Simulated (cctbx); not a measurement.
## Diagnosing a refinement

Cell a = 8.4090 Å, b = 8.4090 Å, c = 3.8590 Å, α = 90.00°, β = 90.00°, γ = 120.00°; space group P6/mmm (no. 191). The compound is TmMn3Ni2.

Simulated single-crystal data (cctbx): Cu Kα, λ = 1.54184 Å, to d = 0.83 Å, 95 % of the full sphere, strongest reflection 20000 counts, noise from counting, a 6 % proportional error and a noise floor of 4 counts (s.d.); no absorption, and some extinction, which the refinements don't model.

An anisotropic refinement with weights 1/σ² prints:

```text
Rint 0.054, 113 unique reflections to 0.83 A
cycle     R1     wR2    GooF  max shift (A)
   1  0.0820  0.2060   8.947   0.00294
   2  0.0261  0.0680   2.952   0.00000
final R1 0.0260 wR2 0.0680 GooF 2.952  parameters 15  data/parameter 7.5
atom        x        y        z      Ueq    occ   su(xyz)  su(Uiso or U11)
Tm1    0.66667  0.33333  0.50000   0.0127  1.000  0.00000  0.0006
Tm2    0.00000  0.00000  0.00000   0.0123  1.000  0.00000  0.0007
Ni1    0.35730  0.17865  0.00000   0.0169  1.000  0.00033  0.0012
Mn1    0.70510  0.70510  0.50000   0.0051  1.000  0.00028  0.0008
Mn2    0.50000  0.50000  0.00000   0.0074  1.000  0.00000  0.0013
difference map: max 1.99 min -2.04 rms 0.40
Q1    0.0000  0.3225  0.5000    6    2.05  0.23 A from Mn1
Q2    0.0000  0.5000  0.0813    6    1.57  0.31 A from Mn2
Q3    0.0000  0.2444  0.5000    6    1.26  0.42 A from Mn1
Q4    0.0000  0.0000  0.2781    2    0.85  1.07 A from Tm2
Q5    0.0794  0.4962  0.3553   24    0.48  1.53 A from Mn2
Q6    0.2052  0.6026  0.3221   12    0.47  1.16 A from Tm1
```

**Question.** Can this result stand? If not, what is the likely fault?

Mend it. The fault: anomalous dispersion left out. Against the right model at the same level, R1 goes from 0.0125 to 0.0260 and GooF from 0.96 to 2.95, U of Mn1 shrinks from 0.0114 to 0.0051 Å², U of Mn2 shrinks from 0.0137 to 0.0074 Å², U of Tm1 swells from 0.0080 to 0.0127 Å², U of Tm2 swells from 0.0081 to 0.0123 Å² and the top difference peak, 2.0 e/Å³, lies on Mn1. No atom is wrong: without f′ and f″ the atoms near an edge get the wrong scattering power, which U and the scale absorb. The signs are weak, and the output alone doesn't single this fault out.

The compound is TmMn3Ni2. The right model at the same level gives:

```text
Rint 0.054, 113 unique reflections to 0.83 A
cycle     R1     wR2    GooF  max shift (A)
   1  0.0127  0.0227   0.987   0.00012
   2  0.0125  0.0221   0.960   0.00000
final R1 0.0125 wR2 0.0221 GooF 0.960  parameters 15  data/parameter 7.5
atom        x        y        z      Ueq    occ   su(xyz)  su(Uiso or U11)
Tm1    0.66667  0.33333  0.50000   0.0080  1.000  0.00000  0.0002
Tm2    0.00000  0.00000  0.00000   0.0081  1.000  0.00000  0.0002
Ni1    0.35698  0.17849  0.00000   0.0112  1.000  0.00011  0.0004
Mn1    0.70475  0.70475  0.50000   0.0114  1.000  0.00009  0.0003
Mn2    0.50000  0.50000  0.00000   0.0137  1.000  0.00000  0.0004
difference map: max 0.39 min -1.61 rms 0.15
Q1    0.0000  0.0000  0.2753    2    0.43  1.06 A from Tm2
Q2    0.2349  0.4699  0.2927   12    0.36  1.40 A from Ni1
Q3    0.2132  0.6066  0.1692   12    0.34  1.55 A from Tm1
Q4    0.0000  0.1337  0.2272   12    0.31  1.43 A from Tm2
Q5    0.2889  0.5778  0.1500   12    0.29  1.50 A from Tm1
Q6    0.2111  0.4222  0.1500   12    0.27  0.75 A from Ni1
```

Isotropic U is held between 0.0001 and 1 Å² by the program, and listed peak heights are interpolated, so they can pass the grid's maximum.

The model was made for the exercise: a known structure type with other elements put in, its volume estimated, not relaxed; displacement parameters are assumed.

[Middle refinement cycles are left out of these outputs.]

[Logs are printed without paths, hosts, clocks, repeated set-up lines and the standing remarks that a program may print on its own settings, such as how far it seeks lower states.]
